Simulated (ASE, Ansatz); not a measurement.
# Localised basis functions on twisted silicene bilayer, 77.90° (124 atoms)

Aim: test how closely localised support functions follow the reference on twisted silicene bilayer, 77.90° (124 atoms), and at what cost. A setting counts as converged where the r.m.s. difference of forces stays under 1 % of the r.m.s. force.

Main program and level: Ansatz 0.2.0; Kohn-Sham DFT, PBE+D3(BJ), PAW (set soft_2), plane waves.

## Step 1: Set-up

The cell holds 124 atoms: 124 Si. Its edges and angles: a = 21.492 Å, b = 21.492 Å, c = 20.140 Å, α = 90.0°, β = 90.0°, γ = 120.0°. It derives from Si (silicene). Silicene (a = 3.86 Å) under silicene (a = 3.86 Å), bilayer, commensurate cell of 31 unit cells a layer, twist 77.90 deg; facing planes 3.26 Å apart; 16 Å of vacuum; layers as built, displaced by a Gaussian of 0.01 Å. Regions: layer 1, 62 atoms (62 Si); layer 2, 62 atoms (62 Si). Vacuum lies along c.

What the set-up can't give: Beside vacuum, support functions can miss their usual error bounds without a warning. Sampling is at Γ alone, for a cell whose shortest periodic width is 19 Å.

## Step 2: Plane-wave single point

The first run fixes the reference, at a cutoff of 420 eV.

input.yaml

```yaml
crystal:
  lattice:
    - [21.4916, 0.0, 0.0]
    - [-10.7458, 18.61227, 0.0]
    - [0.0, 0.0, 20.14]
  atoms:
    - { symbol: Si, position: [0.07488, 0.11788, 0.41904] }
    - { symbol: Si, position: [0.1187, 0.04318, 0.39677] }
    - { symbol: Si, position: [0.10771, 0.31222, 0.41971] }
    - { symbol: Si, position: [0.15153, 0.23708, 0.39734] }
    - { symbol: Si, position: [0.1402, 0.50575, 0.41888] }
    - { symbol: Si, position: [0.18206, 0.42982, 0.3974] }
    - { symbol: Si, position: [0.17169, 0.69772, 0.41871] }
    - { symbol: Si, position: [0.21493, 0.62312, 0.39728] }
    - { symbol: Si, position: [0.20381, 0.89147, 0.41942] }
    - { symbol: Si, position: [0.2465, 0.81709, 0.39762] }
    - { symbol: Si, position: [0.23555, 0.08574, 0.41943] }
    - { symbol: Si, position: [0.28, 0.01039, 0.39709] }
    - { symbol: Si, position: [0.26913, 0.28024, 0.41951] }
    - { symbol: Si, position: [0.31152, 0.20452, 0.397] }
    - { symbol: Si, position: [0.30033, 0.47279, 0.41892] }
    - { symbol: Si, position: [0.34429, 0.39831, 0.39729] }
    - { symbol: Si, position: [0.33235, 0.66618, 0.41887] }
    - { symbol: Si, position: [0.37719, 0.59169, 0.39666] }
    - { symbol: Si, position: [0.36542, 0.85988, 0.42012] }
    - { symbol: Si, position: [0.40789, 0.78433, 0.39769] }
    - { symbol: Si, position: [0.39848, 0.05392, 0.41975] }
    - { symbol: Si, position: [0.44139, 0.97863, 0.39763] }
    - { symbol: Si, position: [0.4295, 0.247, 0.41939] }
    - { symbol: Si, position: [0.4728, 0.1717, 0.39753] }
    - { symbol: Si, position: [0.46277, 0.44131, 0.41936] }
    - { symbol: Si, position: [0.50531, 0.36552, 0.39703] }
    - { symbol: Si, position: [0.4947, 0.63502, 0.41946] }
    - { symbol: Si, position: [0.5375, 0.55849, 0.39757] }
    - { symbol: Si, position: [0.52654, 0.82717, 0.41908] }
    - { symbol: Si, position: [0.56944, 0.75209, 0.39837] }
    - { symbol: Si, position: [0.56018, 0.02196, 0.41918] }
    - { symbol: Si, position: [0.60254, 0.94684, 0.39644] }
    [... 86 atom lines left out ...]
    - { symbol: Si, position: [0.89126, 0.20351, 0.60293] }
    - { symbol: Si, position: [0.85034, 0.08651, 0.58097] }
    - { symbol: Si, position: [0.05347, 0.39791, 0.60336] }
    - { symbol: Si, position: [0.01153, 0.27956, 0.58049] }
    - { symbol: Si, position: [0.08518, 0.23646, 0.60283] }
    - { symbol: Si, position: [0.04216, 0.11825, 0.58096] }
kpoints:
  mp_grid: { grid: [1, 1, 1] }
hamiltonian:
  xc: pbe
  dispersion: d3bj
scf:
  occupations: { method: fermi_dirac, width: 0.025 }
output:
  forces: true
  populations: true
  dos:
    method: { smearing: { sigma: 0.15 } }
    de: 0.1
    projected:
      site_lists:
        Si: [Si]
        layer_1: [0, 1, 2, 3, 4, 5, 6, 7, 8, 9, 10, 11, 12, 13, 14, 15, 16, 17, 18, 19, 20, 21, 22, 23, 24, 25, 26, 27, 28, 29, 30, 31, 32, 33, 34, 35, 36, 37, 38, 39, 40, 41, 42, 43, 44, 45, 46, 47, 48, 49, 50, 51, 52, 53, 54, 55, 56, 57, 58, 59, 60, 61]
        layer_2: [62, 63, 64, 65, 66, 67, 68, 69, 70, 71, 72, 73, 74, 75, 76, 77, 78, 79, 80, 81, 82, 83, 84, 85, 86, 87, 88, 89, 90, 91, 92, 93, 94, 95, 96, 97, 98, 99, 100, 101, 102, 103, 104, 105, 106, 107, 108, 109, 110, 111, 112, 113, 114, 115, 116, 117, 118, 119, 120, 121, 122, 123]
  eigenvalues: true
```

The run is started by

```sh
$ ansatz run input.yaml --threads 32 --pin off --max-ram 92160MiB --backend cuda --events-out ev --progress --plain --runs-dir out --max-vram 78GiB
```

Numbers of over 12 decimals in the logs are rounded to 6 here.

Log:

```text
Engine: ansatz 0.2.0, aarch64-unknown-linux-gnu
Pseudopotentials: kind: paw
Pseudopotential: Si, paw, valence charge 4, recommended cutoff 420 eV (normal), Si.paw.azcp
Functional definition: PBE
  parameter kappa = 0.804
  parameter beta = 0.066725
  exchange = pbe_x(kappa = kappa, mu = beta*pi^2/3)
  correlation = pbe_c(beta = beta)
device memory: the entry about to start is reckoned to put 12.3 GiB on a device that reports 176.6 GiB free (of which the cap on the GPU budget leaves the run 78.0 GiB)
GPU FFT provider: cuFFT
GPU libraries: cuBLAS 13.8.1, cuFFT 12.4.0, cuSOLVER 12.3.2
GPU matrix products: emulated (plane waves: as basis.precision tells), large ones in fixed point in workspaces of 1.00 GiB
Crystal: 124 atoms, lattice volume = 8056.150 Å³
Basis set: ecut = 420 eV, 157387 PW (Γ), exchange–correlation on 288×288×270 points (8 copies of the dense FFT grid, shifted against one another)
Bands: 372, of which v1, the nominal top of the filled ones, is band 248 counted from 1 (247 counted from 0)
Symmetry: 1 space group operations
Space group: P1 (ITA 1), of the structure as read, at distance tolerance 2.0e-4 Å
k-points: 1
Non-local potential: Si, projectors of the file, l = 0: 2, l = 1: 2, l = 2: 2
PAW form: soft (Blöchl's): semilocal exchange-correlation on the pseudo side does not see the compensation charge
PAW one-centre angular grid: Si, 110 points (default); XC on 64 Gauss nodes
Initial density: superposition of atomic densities (neutral atoms: chi_scale 0, normalization atom), corrected by the library's trained network
Initial wavefunctions: pseudopotential atomic-orbital guess
GPU buffer pool allocated for 2799360 grid points (all kernels)
GPU transforms: local potential and band sums: pruned to the plane-wave sphere, on 144×144×135
Functional: x = pbe(κ = 0.804, μ = 0.219515), c = pbe(β = 0.066725)
SCF iter   1: F=—  HF=-78795.970677 eV  |F-HF|=—  |Δ(HF+E_count)|=         —  Δρ=1.64e-3  dr2=4.50e-1  ethr=1.77e-3  ⟨swp⟩=7.0  Hψ=1890  notcnv=0  defer=70
preconditioner: auto → Resta (q_TF=auto, 1.714 Å⁻¹)  ε∞=2.7  [insulator: Δε(μ)=0.217 eV  Ē_g=7.064 eV  σ=0.025 eV  W_gap=0.97  n_scr=676 (ndim 8)  ℏωp=9.2 eV  f_vac=0.572  D(μ)=3.64/eV (n_scr^D=0)  ε∞_Penn≈2.7  vacuum switching on, ρ_ref=3.6e-3 e/Å³]
SCF iter   2: F=—  HF=-78796.007540 eV  |F-HF|=—  |Δ(HF+E_count)|=   3.69e-2  Δρ=7.69e-4  dr2=1.69e-1  ethr=9.08e-5  ⟨swp⟩=3.0  Hψ=706  notcnv=0  defer=106
SCF iter   3: F=—  HF=-78796.040583 eV  |F-HF|=—  |Δ(HF+E_count)|=   3.30e-2  Δρ=6.90e-4  dr2=6.99e-1  ethr=3.40e-5  ⟨swp⟩=3.0  Hψ=445  notcnv=0  defer=106  recentre
SCF iter   4: F=—  HF=-78796.009134 eV  |F-HF|=—  |Δ(HF+E_count)|=   3.14e-2  Δρ=4.15e-4  dr2=2.01e-1  ethr=3.40e-5  ⟨swp⟩=3.0  Hψ=428  notcnv=0  defer=106
SCF iter   5: F=—  HF=-78795.999246 eV  |F-HF|=—  |Δ(HF+E_count)|=   9.89e-3  Δρ=1.20e-4  dr2=5.56e-3  ethr=3.40e-5  ⟨swp⟩=2.0  Hψ=288  notcnv=0  defer=106
SCF iter   6: F=—  HF=-78796.007598 eV  |F-HF|=—  |Δ(HF+E_count)|=   8.35e-3  Δρ=9.00e-5  dr2=3.93e-3  ethr=1.12e-6  ⟨swp⟩=2.0  Hψ=383  notcnv=0  defer=106
SCF iter   7: F=—  HF=-78796.004861 eV  |F-HF|=—  |Δ(HF+E_count)|=   2.74e-3  Δρ=6.00e-5  dr2=5.15e-4  ethr=7.92e-7  ⟨swp⟩=2.0  Hψ=272  notcnv=0  defer=106
SCF iter   8: F=—  HF=-78796.007784 eV  |F-HF|=—  |Δ(HF+E_count)|=   2.92e-3  Δρ=3.38e-5  dr2=8.44e-4  ethr=1.04e-7  ⟨swp⟩=2.0  Hψ=520  notcnv=0  defer=106
SCF iter   9: F=—  HF=-78796.005215 eV  |F-HF|=—  |Δ(HF+E_count)|=   2.57e-3  Δρ=1.32e-5  dr2=1.78e-5  ethr=1.04e-7  ⟨swp⟩=2.0  Hψ=383  notcnv=0  defer=106
SCF iter  10: F=—  HF=-78796.005724 eV  |F-HF|=—  |Δ(HF+E_count)|=   5.09e-4  Δρ=7.45e-6  dr2=5.77e-6  ethr=3.58e-9  ⟨swp⟩=3.0  Hψ=620  notcnv=0  defer=106
SCF iter  11: F=—  HF=-78796.005734 eV  |F-HF|=—  |Δ(HF+E_count)|=   9.76e-6  Δρ=3.38e-6  dr2=1.28e-5  ethr=1.16e-9  ⟨swp⟩=2.0  Hψ=516  notcnv=0  defer=106
SCF iter  12: F=—  HF=-78796.005733 eV  |F-HF|=—  |Δ(HF+E_count)|=   1.71e-7  Δρ=1.42e-6  dr2=1.38e-6  ethr=1.16e-9  ⟨swp⟩=2.0  Hψ=391  notcnv=0  defer=106
SCF iter  13: F=—  HF=-78796.005734 eV  |F-HF|=—  |Δ(HF+E_count)|=   5.77e-8  Δρ=9.64e-7  dr2=8.18e-7  ethr=2.79e-10  ⟨swp⟩=2.0  Hψ=381  notcnv=0  defer=106
SCF iter  14: F=-78796.005734 eV  HF=-78796.005733 eV  |F-HF|=4.71e-9  |Δ(HF+E_count)|=   9.69e-9  Δρ=6.31e-7  dr2=9.72e-8  ethr=2.02e-11  ⟨swp⟩=24.0  Hψ=2857  notcnv=0
SCF 1 converged in 14 iterations: F = -78796.005734 eV  dr2 = 9.72e-8
  greatest PAW one-centre occupation: 0.651 electrons in one spin orbital (limit 2), on the Si atom at site 12 (counted from 0), in its partial waves of l = 0
SCF converged after 14 iterations
Free energy (F): -78796.005734 eV
Harris-Foulkes:  -78796.005733 eV  (|F-HF|=4.71e-9)
Internal energy: -78795.992555 eV  (E = F + TS)
E sigma→0 (E₀):  -78795.999144 eV
Entropy (-TS):   -0.013178 eV (-0.106 meV/atom)
Fermi energy:    -1.208700 eV
--- Per-component energies (eV) ---
  E_band       = -3097.499596
  E_kinetic    = 4844.231811
  E_local      = -87165.533766  (includes V_loc(G=0)·N_el)
  E_nonlocal   = 3243.578456
  E_hartree    = 40965.707822
  E_xc         = -6744.199432
  E_vxc        = -5657.264736  (∫ρ·V_xc dr)
  E_paw        = -63572.166975  (= ΣΔE_a)
  E_vpaw       = -293.906235  (= ΣTr[D̂ρ^β])
  E_aug_tail   = 0.000791  (compensation charges beyond the density's cutoff)
  E_ewald      = 29666.104649
  E_disp       = -33.715910  (pairwise vdW)
  E_smearing   = -0.013178  (= −TS)
  E_closure    = 0.000000  (closes the sum)
  Σ components = -78796.005734   (vs F -78796.005734, Δ=0.00e0)
--- Forces (eV/Å), atoms counted from 1 ---
[... 124 lines of forces left out ...]
  max |Σ_I F_I| component: 1.24e-4 eV/Å
--- Band table (eV) ---
[... left out ...]
--- Löwdin populations: 124 sites ---
  site symbol       q [e]
[... 124 lines, one an atom, left out ...]
  spilling = 0.012265 (of n_electrons = 496.000000)
```

Elapsed: 3.2 s, on 1 × NVIDIA GB200 with 32 threads of Arm Neoverse V2, shared host; peak memory 1.9 GiB.

That memory is the host's; the program planned up to 12.3 GiB on the GPU. Forces of this run were stored rounded, and per-atom blocks of the log weren't kept.

Read from the output:

```yaml
free_energy: -78796.0057 eV
free_energy_per_atom: -635.4517 eV/atom
scf_cycles: 14
r_m_s_force_component: 0.2309 eV/Å
longest_force: 0.9487 eV/Å
fermi_energy: -1.209 eV
spilling_of_the_projection: 0.01226
```

Length of the force by element:

```csv
element,coordination,atoms,mean length of the force (eV/Å),spread,least,most
Si,all,124,0.375,0.139,0.079,0.949
```

The mean of these charges, 0.049 e, is only the charge that the projection spills.

Löwdin charges by element (they lack the spilled electrons, 0.049 e an atom on average):

```csv
element,coordination,atoms,mean charge (e),spread,least,most
Si,all,124,0.0491,0.012,0.0278,0.0721
```

By region:

```csv
region,atoms,mean length of the force (eV/Å)
layer 1,62,0.354
layer 2,62,0.396
```

States in the cell by windows of 0.5 eV, zero at the Fermi level; some projections on atomic orbitals stand beside the total:

```csv
from (eV),to (eV),total,Si p,layer 2,layer 1,Si s
-10,-9.5,27.0,7.2,13.4,13.3,19.6
-9.5,-9,18.1,5.6,8.9,9.0,12.4
-9,-8.5,31.3,10.0,15.6,15.5,21.0
-8.5,-8,0.6,0.2,0.3,0.3,0.4
-8,-7.5,0.8,0.4,0.4,0.4,0.3
-7.5,-7,39.6,19.9,19.5,19.6,19.2
-7,-6.5,7.6,3.5,3.8,3.7,4.0
-6.5,-6,17.6,9.9,8.6,8.7,7.5
-6,-5.5,9.4,5.3,4.7,4.6,4.0
-5.5,-5,20.5,11.4,10.1,10.1,8.8
-5,-4.5,1.3,1.0,0.6,0.6,0.2
-4.5,-4,27.4,25.7,13.5,13.5,1.3
-4,-3.5,15.5,11.5,7.6,7.7,3.9
-3.5,-3,53.4,47.9,26.3,26.3,4.7
-3,-2.5,58.1,55.6,28.7,28.6,1.8
-2.5,-2,13.2,12.6,6.4,6.6,0.4
-2,-1.5,49.5,47.6,24.5,24.4,1.2
-1.5,-1,26.2,25.0,12.9,12.9,0.9
-1,-0.5,19.1,17.7,9.4,9.4,1.1
-0.5,0,13.3,12.3,6.5,6.5,0.8
0,0.5,20.8,18.9,10.0,10.0,1.0
0.5,1,14.4,12.5,6.8,6.8,1.1
1,1.5,33.4,22.8,15.1,15.1,7.4
1.5,2,63.2,38.1,27.6,27.6,17.0
```

Between -12 and -10 eV lie 47 more states.

Not all projections were asked for or kept, so they needn't add up to the total.

The levels nearest the highest filled one (over half full), pooled over k-points and spins:

```csv
level less the highest filled one (eV),occupation
-0.0968,2
-0.074,2.00
-0.0641,2.00
-0.0249,1.99
-0.0181,1.99
0,1.98
0.224,0.024
0.253,0.008
0.263,0.005
0.269,0.004
0.283,0.002
0.313,0.001
```

Löwdin charges run from +0.03 to +0.07 e, about a mean that is the spilled charge alone. Within 0.4 eV of the Fermi level the largest share is Si p (95 % of the projected weight).

## Step 3: Local order

Bonds and neighbours are counted at the geometry of the runs.

Normalised to the volume that the atoms fill. Pair distribution function in bins of 0.2 Å:

```csv
r (Å),total
2.20,4.51
2.40,0.09
2.60,0.00
2.80,0.00
3.00,0.00
3.20,0.01
3.40,0.13
3.60,0.08
3.80,3.55
4.00,0.32
4.20,0.28
4.40,1.41
4.60,0.50
4.80,0.29
5.00,0.34
5.20,0.20
5.40,0.39
5.60,0.25
5.80,0.52
6.00,1.34
6.20,0.21
6.40,0.36
6.60,1.04
6.80,0.47
7.00,0.22
7.20,0.17
7.40,0.25
7.60,0.24
```

Bonds by pair of elements; cutoffs follow the first minimum of g(r), held within bounds set by covalent radii, and pairs that aren't listed don't count as bonded:

```csv
pair A-B,cutoff (Å),bonds,mean length (Å),spread (Å),shortest (Å),B about A,A about B
Si-Si,2.68,186,2.27,0.015,2.23,3,3
```

How many atoms have how many bonded neighbours:

```csv
element,mean,3
Si,3,124
```

Bond angles, per cent of each kind in bins of 5°:

```csv
angle (°),Si-Si-Si
110–115,1.9
115–120,98.1
```

Bond angles (no mean is given where the spread exceeds 20°):

```csv
angle,count,mean (°),spread (°)
Si-Si-Si,372,116,0.6
```

By these cutoffs all Si atoms have 3 bonded neighbours. The Si-Si-Si angle averages 116° with a spread of 0.6°.

A closer look about Si102, which bears the longest force: 13 atoms, nearest first, numbered in the order of the input, with positions taken from that point.

```csv
atom,x,y,z,distance (Å),bonds,Löwdin charge (e),Fx,Fy,Fz (eV/Å)
Si102,0.00,0.00,0.00,0.00,3,0.05,-0.89,0.16,-0.29
Si109,2.04,-0.79,0.42,2.22,3,0.06,0.50,-0.25,0.20
Si101,-0.37,2.22,0.42,2.29,3,0.05,-0.24,-0.33,0.13
Si99,-1.79,-1.41,0.42,2.32,3,0.05,0.49,0.36,0.19
Si47,1.34,-0.01,-3.28,3.54,3,0.05,0.23,0.17,0.26
Si112,3.78,0.60,-0.01,3.83,3,0.03,-0.17,-0.09,-0.28
Si110,2.39,-3.00,0.00,3.83,3,0.04,-0.06,-0.02,-0.36
Si104,1.36,3.59,-0.02,3.84,3,0.04,0.04,0.33,-0.29
Si100,-1.41,-3.59,-0.02,3.86,3,0.04,-0.12,-0.22,-0.41
Si38,-0.74,-0.80,-3.71,3.86,3,0.06,0.18,-0.15,-0.19
Si92,-2.46,3.01,-0.04,3.89,3,0.06,-0.11,-0.16,-0.22
Si90,-3.85,-0.61,0.00,3.89,3,0.05,-0.20,0.34,-0.30
Si37,-2.43,0.61,-3.28,4.12,3,0.03,-0.52,-0.13,0.25
```

The column of bonds counts only the pairs Si-Si within 2.68 Å; other neighbours, such as metal atoms beside each other in a compound, aren't counted, and periodic images can show an atom twice.

## Step 4: Support functions medium

The cell is solved in localised support functions. The level medium gives here a grid of 90×90×90 points and a radius of 4.55 Å.

This step: Kohn-Sham DFT, PBE+D3(BJ), PAW (set soft_2), localised support functions (medium) (Ansatz 0.2.0).

input.yaml, the sections that differ from step 2:

```yaml
scf:
  occupations: { method: fermi_dirac, width: 0.025 }
  eigensolver: { kind: { support_functions: { accuracy: medium } } }
  mixing: { beta: 0.4 }
  max_iter: 150
output:
  forces: true
  eigenvalues: true
# crystal, kpoints, hamiltonian: as in step 2
```

Log:

```text
Warning: scf.eigensolver.kind.support_functions: disabling space-group detection — the functions' gradient is summed over unrotated k-points, so no spatial operation reduces the k-mesh or symmetrises the density; time reversal is kept, so that k and −k are solved as one point where they differ and the mesh holds both, and exact exchange and, on two spinor components, a DFT+U term hold to it where the run has them: [...]
settings of this run that can trade accuracy for cost: scf.eigensolver.kind.support_functions [...]
[...]
GPU FFT provider: cuFFT
GPU libraries: cuBLAS 13.8.1, cuFFT 12.4.0, cuSOLVER 12.3.2
[...]
Crystal: 124 atoms, lattice volume = 8056.150 Å³
Basis set: ecut = 420 eV, 157387 PW (Γ), exchange–correlation on 288×288×270 points (8 copies of the dense FFT grid, shifted against one another)
Bands: 298, of which v1, the nominal top of the filled ones, is band 248 counted from 1 (247 counted from 0)
[... 1 set-up line as in the run before ...]
k-points: 1
[...]
GPU buffer pool allocated for 2799360 grid points (all kernels)
Eigensolver: Support functions (medium, 90×90×90 points, laid for a spacing of at most 0.257060 Å, radius 4.549128 Å, 241 sites without an atom, 0 species' potentials softened for the grid, 1 wholly corrected for its errors in the mean over positions, 1 with the egg-box correction, energy correction by exact trace)
[...]
SCF iter   1: F=—  HF=-78772.031659 eV  |F-HF|=—  |Δ(HF+E_count)|=         —  Δρ=1.94e-2  dr2=3.15e1  ethr=1.00e-1
[...]
SCF iter  14: F=—  HF=-78796.032224 eV  |F-HF|=—  |Δ(HF+E_count)|=   2.04e-3  Δρ=6.16e-6  dr2=9.94e-6  ethr=7.15e-9  κ⁻¹=1.4e-5(r=7)
SCF iter  15: F=-78796.033766 eV  HF=-78796.033417 eV  |F-HF|=3.49e-4  |Δ(HF+E_count)|=   1.19e-3  Δρ=2.72e-6  dr2=1.44e-6  ethr=2.00e-9
SCF 1 converged in 15 iterations: F = -78796.041094 eV  dr2 = 1.44e-6
[...]
SCF converged after 15 iterations
Stability not checked: this state was not tested for a lower state beside it, because the mixer in use, unlike msr1, does not test its closes by its own steps (another_mixer; see scf.mixing.algorithm and scf.lower_state_search)
Free energy (F): -78796.041094 eV
[...]
Internal energy: -78796.027970 eV  (E = F + TS)
E sigma→0 (E₀):  -78796.034532 eV
Entropy (-TS):   -0.013123 eV (-0.106 meV/atom)
Fermi energy:    -1.208399 eV
[...]
Σ components = -78796.041094   (vs F -78796.041094, Δ=0.00e0)
--- Forces (eV/Å), atoms counted from 1 ---
[... 124 lines of forces left out ...]
  max |Σ_I F_I| component: 1.91e-3 eV/Å
--- Band table (eV) ---
[... left out ...]
```

Wall time 5.2 s (1 × NVIDIA GB200 with 32 threads); peak memory 2 GiB; 14 s of CPU time.

That memory is the host's; the program planned up to 6.2 GiB on the GPU.

The program notes that the band table was not solved further than the SCF left it and it switched symmetry off. Further notices: vacuum switching off with vacuum.

Keys that differ from the reference: support_functions.accuracy = "medium", scf.max_iter = 150 and scf.mixing.beta = 0.4.

Forces differ from the reference by 0.096 meV/Å r.m.s., 0.042 % of their size, well within a tolerance of 1 %; the energy by -0.29 meV/atom. The two runs also began from different starting densities, which bears on cycles and time.

## Step 5: The ladder side by side

Differences are against the plane-wave reference (Kohn-Sham DFT, PBE+D3(BJ), PAW (set soft_2), plane waves), whose r.m.s. force component is 0.231 eV/Å. Energies are set beside the reference only for runs with its functional, potentials and electron count. Times are for 1 × NVIDIA GB200 with 32 threads of Arm Neoverse V2, shared host. The reference's time includes the DOS, which some other runs skip.

```csv
run,"Δ force, r.m.s. (meV/Å)",share of r.m.s. force (%),Δ energy (meV/atom),cycles,time,host memory (GiB),planned on the GPU (GiB)
reference,-,-,-,14,3.2 s,1.9,12
support functions medium,0.096,0.0415,-0.285,15,5.2 s,2.0,6.2
```

## Step 6: Summary of results

```yaml
free_energy_per_atom: -635.4517 eV/atom
r_m_s_force_component: 0.2309 eV/Å
wall_time_of_the_2_dft_runs: 8.4 s
```

Against plane waves at 420 eV, the forces differ by 0.096 meV/Å (0.042 %) with support functions medium. At 124 atoms the run with support functions medium takes roughly 1.6 times the time of plane waves (whose run also made extra analyses, so the like-for-like ratio is larger), in 15 SCF cycles against 14. Differences between support functions and plane waves include what basis error the plane-wave run still has.

No gap is quoted: the bands of a honeycomb sheet meet or nearly meet at one point of the zone, so the spacing of levels depends on whether the mesh holds it and on how the neighbours disturb the sheet. With the cutoffs above, all Si atoms have 3 bonded neighbours.

Caveats: The geometry was built by rule, was displaced at random and isn't relaxed at this level: its force components are 0.23 eV/Å r.m.s.

[Logs are printed without paths, hosts, clocks, repeated set-up lines and the standing remarks that a program may print on its own settings, such as how far it seeks lower states.]

[Hosts, paths, dates, database ids (printed as entryN), source tags and the programs' standing remarks are cut or masked in the printed files.]
